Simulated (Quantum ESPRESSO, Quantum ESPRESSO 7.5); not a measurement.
## Li(110), 5 layers: k-mesh convergence

Aim: how far one choice must go before the vacuum level and the energy of Li(110), 5 layers stand still, and what it costs.

Calculated with Quantum ESPRESSO 7.5; plane-wave DFT, PBE, SG15 norm-conserving pseudopotentials.

### 1. The structure

The cell holds 5 atoms: 5 Li. Its edges and angles: a = 3.022 Å, b = 3.022 Å, c = 25.871 Å, α = 90.0°, β = 90.0°, γ = 70.5°. It derives from Li. Vacuum lies along c.

### 2. Self-consistent run: 23×23×1 points

The first run is the reference of the series.

c0.in

```
&control
  prefix = 'c0'
  outdir = './out'
  pseudo_dir = './pseudo'
  calculation = 'scf'
  tprnfor = .true.
/
&system
  ibrav = 0
  nat = 5
  ntyp = 1
  ecutwfc = 60
  ecutrho = 240
  occupations = 'smearing'
  smearing = 'mv'
  degauss = 0.02
  assume_isolated = 'esm'
  esm_bc = 'bc1'
/
&electrons
  conv_thr = 1e-07
  mixing_beta = 0.4
  electron_maxstep = 120
  mixing_mode = 'local-TF'
/
ATOMIC_SPECIES
  Li  6.9400  Li_ONCV_PBE-1.2.upf
CELL_PARAMETERS angstrom
  2.46780266634105 -1.74500000000000 0.00000000000000
  2.46780266634105 1.74500000000000 0.00000000000000
  0.00000000000000 0.00000000000000 25.87121066536420
ATOMIC_POSITIONS crystal
  Li  0.000000000000 0.000000000000 -0.190775970886
  Li  0.500000000000 0.500000000000 -0.095387985443
  Li  0.000000000000 0.000000000000 0.000000000000
  Li  0.500000000000 0.500000000000 0.095387985443
  Li  0.000000000000 0.000000000000 0.190775970886
K_POINTS automatic
  23 23 1 0 0 0
```

Command:

```console
> OMP_NUM_THREADS=1 mpirun -n 4 pw.x -nk 4 -in c0.in > c0.out
```

The program printed:

```text
Program PWSCF v.7.5 starts
[citation notice left out]

     Parallel version (MPI & OpenMP), running on       4 processor cores
     Number of MPI processes:                 4
     Threads/MPI process:                     1

     MPI processes distributed on     1 nodes
[...]
Current dimensions of program PWSCF are:
     Max number of different atomic species (ntypx) = 10
     Max number of k-points (npk) =  40000
     Max angular momentum in pseudopotentials (lmaxx) =  4
     Message from routine setup:
     using ibrav=0 with symmetry is DISCOURAGED, use correct ibrav instead

     K-points division:     npool     =       4
     Subspace diagonalization in iterative solution of the eigenvalue problem:
     a serial algorithm will be used

     G-vector sticks info
     --------------------
     sticks:   dense  smooth     PW     G-vecs:    dense   smooth      PW
     Sum         587     587    181                94195    94195   16407

     Using Slab Decomposition

     bravais-lattice index     =            0
     lattice parameter (alat)  =       5.7116  a.u.
     unit-cell volume          =    1503.6585 (a.u.)^3
     number of atoms/cell      =            5
     number of atomic types    =            1
     number of electrons       =        15.00
     number of Kohn-Sham states=           12
     kinetic-energy cutoff     =      60.0000  Ry
     charge density cutoff     =     240.0000  Ry
     scf convergence threshold =      1.0E-07
     mixing beta               =       0.4000
     number of iterations used =            8  local-TF  mixing
     Exchange-correlation= PBE
                           (   1   4   3   4   0   0   0)

     Effective Screening Medium Method
     =================================
     Boundary Conditions: Vacuum-Slab-Vacuum
     total charge in unit cell        =   0.0000
     grid points for fit at edges     =        4

     celldm(1)=   5.711562  celldm(2)=   0.000000  celldm(3)=   0.000000
     celldm(4)=   0.000000  celldm(5)=   0.000000  celldm(6)=   0.000000

     crystal axes: (cart. coord. in units of alat)
               a(1) = (   0.816497  -0.577350   0.000000 )
               a(2) = (   0.816497   0.577350   0.000000 )
               a(3) = (   0.000000   0.000000   8.559742 )

     reciprocal axes: (cart. coord. in units 2 pi/alat)
               b(1) = (  0.612372 -0.866025  0.000000 )
               b(2) = (  0.612372  0.866025 -0.000000 )
               b(3) = ( -0.000000  0.000000  0.116826 )

     PseudoPot. # 1 for Li read from file:
     ./pseudo/Li_ONCV_PBE-1.2.upf
     Pseudo is Norm-conserving, Zval =  3.0
     Generated using ONCVPSP code by D. R. Hamann
     Using radial grid of  602 points,  4 beta functions with:
                l(1) =   0
                l(2) =   0
                l(3) =   1
                l(4) =   1

     atomic species   valence    mass     pseudopotential
     Li                3.00     6.94000     Li( 1.00)

      8 Sym. Ops., with inversion, found

   Cartesian axes

     site n.     atom                  positions (alat units)
         1        Li     tau(   1) = (   0.0000000   0.0000000  -1.6329932  )
         2        Li     tau(   2) = (   0.8164966   0.0000000  -0.8164966  )
         3        Li     tau(   3) = (   0.0000000   0.0000000   0.0000000  )
         4        Li     tau(   4) = (   0.8164966   0.0000000   0.8164966  )
         5        Li     tau(   5) = (   0.0000000   0.0000000   1.6329932  )

     number of k points=   144  Marzari-Vanderbilt smearing, width (Ry)=  0.0200

     Number of k-points >= 100: set verbosity='high' to print them.

     Dense  grid:    94195 G-vectors     FFT dimensions: (  30,  30, 243)

     Estimated max dynamical RAM per process >     182.17 MB

     Estimated total dynamical RAM >     659.68 MB

     Initial potential from superposition of free atoms

     starting charge      14.4362, renormalised to      15.0000

     negative rho (up, down):  4.059E-04 0.000E+00
     Starting wfcs are random

     total cpu time spent up to now is        2.2 secs

     per-process dynamical memory:   135.4 Mb

     Self-consistent Calculation

     iteration #  1     ecut=    60.00 Ry     beta= 0.40
     Davidson diagonalization with overlap
     c_bands:  2 eigenvalues not converged
     c_bands:  1 eigenvalues not converged
     ethr =  1.00E-02,  avg # of iterations = 34.1

     Threshold (ethr) on eigenvalues was too large:
     Diagonalizing with lowered threshold

     Davidson diagonalization with overlap
     c_bands:  1 eigenvalues not converged
     c_bands:  1 eigenvalues not converged
     ethr =  9.50E-04,  avg # of iterations = 10.1

     total cpu time spent up to now is       73.9 secs

     total energy              =     -71.18629535 Ry
     estimated scf accuracy    <       0.26223554 Ry

     iteration #  2     ecut=    60.00 Ry     beta= 0.40
[...]
total energy              =     -71.15778570 Ry
     estimated scf accuracy    <       0.12987704 Ry

     iteration #  3     ecut=    60.00 Ry     beta= 0.40
[...]
total energy              =     -71.17224030 Ry
     estimated scf accuracy    <       0.00574765 Ry

     iteration #  4     ecut=    60.00 Ry     beta= 0.40
[...]
c_bands:  4 eigenvalues not converged
     c_bands:  1 eigenvalues not converged
     c_bands:  3 eigenvalues not converged
     c_bands:  1 eigenvalues not converged
     c_bands:  1 eigenvalues not converged
     c_bands:  2 eigenvalues not converged
     c_bands:  2 eigenvalues not converged
     c_bands:  3 eigenvalues not converged
     c_bands:  1 eigenvalues not converged
     c_bands:  1 eigenvalues not converged
     c_bands:  1 eigenvalues not converged
     c_bands:  1 eigenvalues not converged
     c_bands:  1 eigenvalues not converged
     c_bands:  1 eigenvalues not converged
     c_bands:  1 eigenvalues not converged
     c_bands:  1 eigenvalues not converged
     c_bands:  1 eigenvalues not converged
     c_bands:  1 eigenvalues not converged
     c_bands:  1 eigenvalues not converged
     c_bands:  1 eigenvalues not converged
     c_bands:  1 eigenvalues not converged
     c_bands:  1 eigenvalues not converged
     c_bands:  1 eigenvalues not converged
     c_bands:  5 eigenvalues not converged
     c_bands:  2 eigenvalues not converged
     c_bands:  1 eigenvalues not converged
[...]
total energy              =     -71.19469890 Ry
     estimated scf accuracy    <       0.00333390 Ry

     iteration #  5     ecut=    60.00 Ry     beta= 0.40
[...]
c_bands:  1 eigenvalues not converged
     c_bands:  1 eigenvalues not converged
     c_bands:  1 eigenvalues not converged
     c_bands:  1 eigenvalues not converged
     c_bands:  1 eigenvalues not converged
     c_bands:  1 eigenvalues not converged
     c_bands:  1 eigenvalues not converged
     c_bands:  1 eigenvalues not converged
     c_bands:  1 eigenvalues not converged
     c_bands:  1 eigenvalues not converged
[...]
total energy              =     -71.19385872 Ry
     estimated scf accuracy    <       0.01253332 Ry

     iteration #  6     ecut=    60.00 Ry     beta= 0.40
[...]
c_bands:  1 eigenvalues not converged
[...]
total energy              =     -71.19514545 Ry
     estimated scf accuracy    <       0.00310824 Ry

     iteration #  7     ecut=    60.00 Ry     beta= 0.40
[...]
total energy              =     -71.19487255 Ry
     estimated scf accuracy    <       0.00265973 Ry

     iteration #  8     ecut=    60.00 Ry     beta= 0.40
[...]
total energy              =     -71.19455489 Ry
     estimated scf accuracy    <       0.00062508 Ry

     iteration #  9     ecut=    60.00 Ry     beta= 0.40
[...]
c_bands:  1 eigenvalues not converged
     c_bands:  1 eigenvalues not converged
     c_bands:  1 eigenvalues not converged
     c_bands:  1 eigenvalues not converged
     c_bands:  1 eigenvalues not converged
     c_bands:  1 eigenvalues not converged
     c_bands:  2 eigenvalues not converged
     c_bands:  1 eigenvalues not converged
     c_bands:  1 eigenvalues not converged
     c_bands:  1 eigenvalues not converged
     c_bands:  1 eigenvalues not converged
     c_bands:  1 eigenvalues not converged
     c_bands:  1 eigenvalues not converged
     c_bands:  1 eigenvalues not converged
     c_bands:  1 eigenvalues not converged
     c_bands:  2 eigenvalues not converged
     c_bands:  2 eigenvalues not converged
     c_bands:  1 eigenvalues not converged
     c_bands:  1 eigenvalues not converged
     c_bands:  2 eigenvalues not converged
     c_bands:  1 eigenvalues not converged
     c_bands:  1 eigenvalues not converged
     c_bands:  1 eigenvalues not converged
     c_bands:  1 eigenvalues not converged
     c_bands:  1 eigenvalues not converged
     c_bands:  1 eigenvalues not converged
     c_bands:  1 eigenvalues not converged
[...]
total energy              =     -71.19473837 Ry
     estimated scf accuracy    <       0.00004094 Ry

     iteration # 10     ecut=    60.00 Ry     beta= 0.40
[...]
c_bands:  1 eigenvalues not converged
     c_bands:  1 eigenvalues not converged
     c_bands:  1 eigenvalues not converged
     c_bands:  2 eigenvalues not converged
     c_bands:  1 eigenvalues not converged
     c_bands:  1 eigenvalues not converged
     c_bands:  1 eigenvalues not converged
     c_bands:  1 eigenvalues not converged
     c_bands:  2 eigenvalues not converged
     c_bands:  2 eigenvalues not converged
     c_bands:  2 eigenvalues not converged
     c_bands:  2 eigenvalues not converged
     c_bands:  1 eigenvalues not converged
     c_bands:  1 eigenvalues not converged
[...]
negative rho (up, down):  1.137E-04 0.000E+00

[...]
total energy              =     -71.19478488 Ry
     estimated scf accuracy    <       0.00008818 Ry

     iteration # 11     ecut=    60.00 Ry     beta= 0.40
[...]
c_bands:  1 eigenvalues not converged
[...]
negative rho (up, down):  1.633E-05 0.000E+00

[...]
total energy              =     -71.19460487 Ry
     estimated scf accuracy    <       0.00077739 Ry

     iteration # 12     ecut=    60.00 Ry     beta= 0.40
[...]
c_bands:  1 eigenvalues not converged
     c_bands:  1 eigenvalues not converged
     c_bands:  1 eigenvalues not converged
     c_bands:  1 eigenvalues not converged
     c_bands:  1 eigenvalues not converged
     c_bands:  1 eigenvalues not converged
     c_bands:  1 eigenvalues not converged
     c_bands:  1 eigenvalues not converged
     c_bands:  1 eigenvalues not converged
     c_bands:  1 eigenvalues not converged
     c_bands:  1 eigenvalues not converged
     c_bands:  1 eigenvalues not converged
     c_bands:  1 eigenvalues not converged
     c_bands:  1 eigenvalues not converged
     c_bands:  1 eigenvalues not converged
     c_bands:  1 eigenvalues not converged
     c_bands:  1 eigenvalues not converged
     c_bands:  1 eigenvalues not converged
     c_bands:  1 eigenvalues not converged
[...]
total energy              =     -71.19464398 Ry
     estimated scf accuracy    <       0.00001256 Ry

     iteration # 13     ecut=    60.00 Ry     beta= 0.40
[...]
c_bands:  2 eigenvalues not converged
     c_bands:  1 eigenvalues not converged
[...]
total energy              =     -71.19462454 Ry
     estimated scf accuracy    <       0.00000256 Ry

     iteration # 14     ecut=    60.00 Ry     beta= 0.40
[...]
c_bands:  1 eigenvalues not converged
[...]
negative rho (up, down):  8.145E-06 0.000E+00

[...]
total energy              =     -71.19461091 Ry
     estimated scf accuracy    <       0.00000028 Ry

     iteration # 15     ecut=    60.00 Ry     beta= 0.40
[...]
c_bands:  1 eigenvalues not converged
     c_bands:  1 eigenvalues not converged
     c_bands:  1 eigenvalues not converged
     c_bands:  2 eigenvalues not converged
     c_bands:  1 eigenvalues not converged
     c_bands:  1 eigenvalues not converged
     c_bands:  1 eigenvalues not converged
     c_bands:  2 eigenvalues not converged
     c_bands:  1 eigenvalues not converged
     c_bands:  1 eigenvalues not converged
     c_bands:  1 eigenvalues not converged
     c_bands:  1 eigenvalues not converged
     c_bands:  1 eigenvalues not converged
[...]
total energy              =     -71.19461471 Ry
     estimated scf accuracy    <       0.00000035 Ry

     iteration # 16     ecut=    60.00 Ry     beta= 0.40
[...]
End of self-consistent calculation

     Number of k-points >= 100: set verbosity='high' to print the bands.

     the Fermi energy is    -3.2414 ev

!    total energy              =     -71.19461403 Ry
     estimated scf accuracy    <       0.00000002 Ry
     smearing contrib. (-TS)   =      -0.00072107 Ry
     internal energy E=F+TS    =     -71.19389296 Ry

     The total energy is F=E-TS. E is the sum of the following terms:
     one-electron contribution =     657.39459192 Ry
     hartree contribution      =    -337.52667677 Ry
     xc contribution           =     -16.15727483 Ry
     ewald contribution        =    -374.90453328 Ry

     convergence has been achieved in  16 iterations

     Forces acting on atoms (cartesian axes, Ry/au):

     atom    1 type  1   force =     0.00000000    0.00000000    0.00392582
     atom    2 type  1   force =     0.00000000    0.00000000   -0.00258243
     atom    3 type  1   force =     0.00000000    0.00000000    0.00000000
     atom    4 type  1   force =     0.00000000    0.00000000    0.00258243
     atom    5 type  1   force =     0.00000000    0.00000000   -0.00392582

     Total force =     0.006645     Total SCF correction =     0.000012

[...]
=------------------------------------------------------------------------------=
   JOB DONE.
=------------------------------------------------------------------------------=
[...]
```

It took 4.4 min on 4 MPI ranks of Arm Neoverse V2, shared host; peak memory 0.73 GiB.

This step gave:

| Item | Value |
| --- | --- |
| free energy | -968.6521 eV |
| Fermi energy | -3.241 eV |
| vacuum line at the lower end of the cell, over the Fermi level | 3.241 eV |
| vacuum line at the upper end of the cell, over the Fermi level | 3.241 eV |

The potential energy, planar mean oscillates, so the rows of the table below give means over windows of 2.45 Å about each position, cut where the curve ends. Its maxima inside the range that stand out by 2 % of the span (Å: eV): -3.7: 1.86, -1.3: 1.87, 1.3: 1.87, 3.7: 1.86. Its minima: -4.9: -4.28, -2.5: -4.06, 0.0: -4.04, 2.5: -4.06, 4.9: -4.28.

Electrostatic potential energy of an electron; zero at the Fermi level. Table of potential energy, planar mean by z; means over each step:

z (Å), potential energy, planar mean (eV) and a bar from the least value:
```
   -11.66       3.24 ##############################
    -9.21       3.23 ##############################
    -6.76       2.27 ######################
    -4.31      -0.57 
    -1.86      -0.43 #
     0.59      -0.42 #
     3.04      -0.43 #
     5.49      -0.49 #
     7.94       3.12 #############################
    10.39       3.24 ##############################
    12.84       3.24 ##############################
```

The program's own clock; routines nest. Time by routine:

```
     routine  wall time (s)  calls
       PWSCF          264.8      1
   electrons          261.9      1
     c_bands          237.9     17
     cegterg          185.6    657
       h_psi          159.6   6699
    vloc_psi          140.4   6699
        fftw          138.8  89772
    sum_band          14.99     17
  add_vuspsi           9.53   6699
      calbec           9.21   6843
h_psi:calbec           8.92   6699
     mix_rho           7.47     17
        ffts           4.56   1452
   init_us_2           2.33   1296
```

The vacuum levels are read from the outermost 0.7 Å of the cell on either side.

The run needed 16 iterations to bring the estimated error under 1e-07 Ry; the largest force on any atom, held or free, is 0.10 eV/Å.

Inside the slab this potential holds the local part of the pseudopotentials, which can be repulsive at the nuclei; only its value in the vacuum has a meaning of its own.

### 3. Self-consistent run: 16×16×1 points

c1.in is the input of step 2 with these lines changed:

```diff
@@ -1,3 +1,3 @@
 &control
-  prefix = 'c0'
+  prefix = 'c1'
   outdir = './out'
@@ -38,2 +38,2 @@
 K_POINTS automatic
-  23 23 1 0 0 0
+  16 16 1 0 0 0
```

Command:

```console
> OMP_NUM_THREADS=1 mpirun -n 4 pw.x -nk 4 -in c1.in > c1.out
```

The program printed:

```text
[banner, memory and clock lines left out]
Program PWSCF v.7.5 starts
[...]
Message from routine setup:
[...]
number of electrons       =        15.00
     number of Kohn-Sham states=           12
     kinetic-energy cutoff     =      60.0000  Ry
     charge density cutoff     =     240.0000  Ry
[...]
number of k points=    73  Marzari-Vanderbilt smearing, width (Ry)=  0.0200
[...]
Dense  grid:    94195 G-vectors     FFT dimensions: (  30,  30, 243)
[...]
negative rho (up, down):  4.059E-04 0.000E+00
     Starting wfcs are random
[...]
estimated scf accuracy    <       0.27431017 Ry
[...]
estimated scf accuracy    <       0.13344190 Ry
[...]
estimated scf accuracy    <       0.00569196 Ry
[...]
estimated scf accuracy    <       0.00310520 Ry
[...]
estimated scf accuracy    <       0.03223815 Ry
[...]
estimated scf accuracy    <       0.00319559 Ry
[...]
estimated scf accuracy    <       0.00379090 Ry
[...]
estimated scf accuracy    <       0.00161415 Ry
[...]
estimated scf accuracy    <       0.00032465 Ry
[...]
negative rho (up, down):  6.341E-07 0.000E+00
[...]
estimated scf accuracy    <       0.00015701 Ry
[...]
negative rho (up, down):  1.612E-05 0.000E+00
[...]
estimated scf accuracy    <       0.00027656 Ry
[...]
estimated scf accuracy    <       0.00007907 Ry
[...]
estimated scf accuracy    <       0.00000172 Ry
[...]
estimated scf accuracy    <       0.00000067 Ry
[...]
negative rho (up, down):  7.429E-07 0.000E+00
[...]
estimated scf accuracy    <       0.00000037 Ry
[...]
negative rho (up, down):  1.156E-06 0.000E+00
[...]
estimated scf accuracy    <       0.00000067 Ry
[...]
the Fermi energy is    -3.2426 ev
!    total energy              =     -71.19455804 Ry
     estimated scf accuracy    <       0.00000003 Ry
     smearing contrib. (-TS)   =      -0.00090821 Ry
     internal energy E=F+TS    =     -71.19364984 Ry
[...]
one-electron contribution =     657.39659412 Ry
     hartree contribution      =    -337.52864188 Ry
     xc contribution           =     -16.15706879 Ry
     ewald contribution        =    -374.90453328 Ry
     convergence has been achieved in  17 iterations
[...]
Total force =     0.006455     Total SCF correction =     0.000157
[...]
```

Wall time 2.6 min (4 MPI ranks); peak memory 0.58 GiB.

Numbers from this step:

```
free energy                                                    : -968.6513 eV
Fermi energy                                                   : -3.243 eV
vacuum line at the lower end of the cell, over the Fermi level : 3.243 eV
vacuum line at the upper end of the cell, over the Fermi level : 3.243 eV
```

The program's own clock; routines nest. Time by routine:

```
     routine  wall time (s)  calls
       PWSCF          153.4      1
   electrons          151.7      1
     c_bands          132.9     18
     cegterg          104.6    368
       h_psi          90.05   3562
    vloc_psi          79.36   3562
        fftw          78.56  48360
    sum_band           8.58     18
     mix_rho           8.58     18
  add_vuspsi            5.3   3562
        ffts           5.18   1600
      calbec           5.17   3638
h_psi:calbec           5.01   3562
    v_of_rho           1.36     18
```

Counted from each run's own zero (the Fermi level), the vacuum level differs from the first run's by +1 meV.

[end of part 1 of 2]

[Logs are printed without paths, hosts, clocks, repeated set-up lines and the standing remarks that a program may print on its own settings, such as how far it seeks lower states.]

[Hosts, paths, dates, database ids (printed as entryN), source tags and the programs' standing remarks are cut or masked in the printed files.]

[Maps of the electrostatic potential energy from Ansatz leave out the sawtooth potential of an applied field or a dipole correction, so their vacuum need not be flat; planar profiles and work functions include it.]
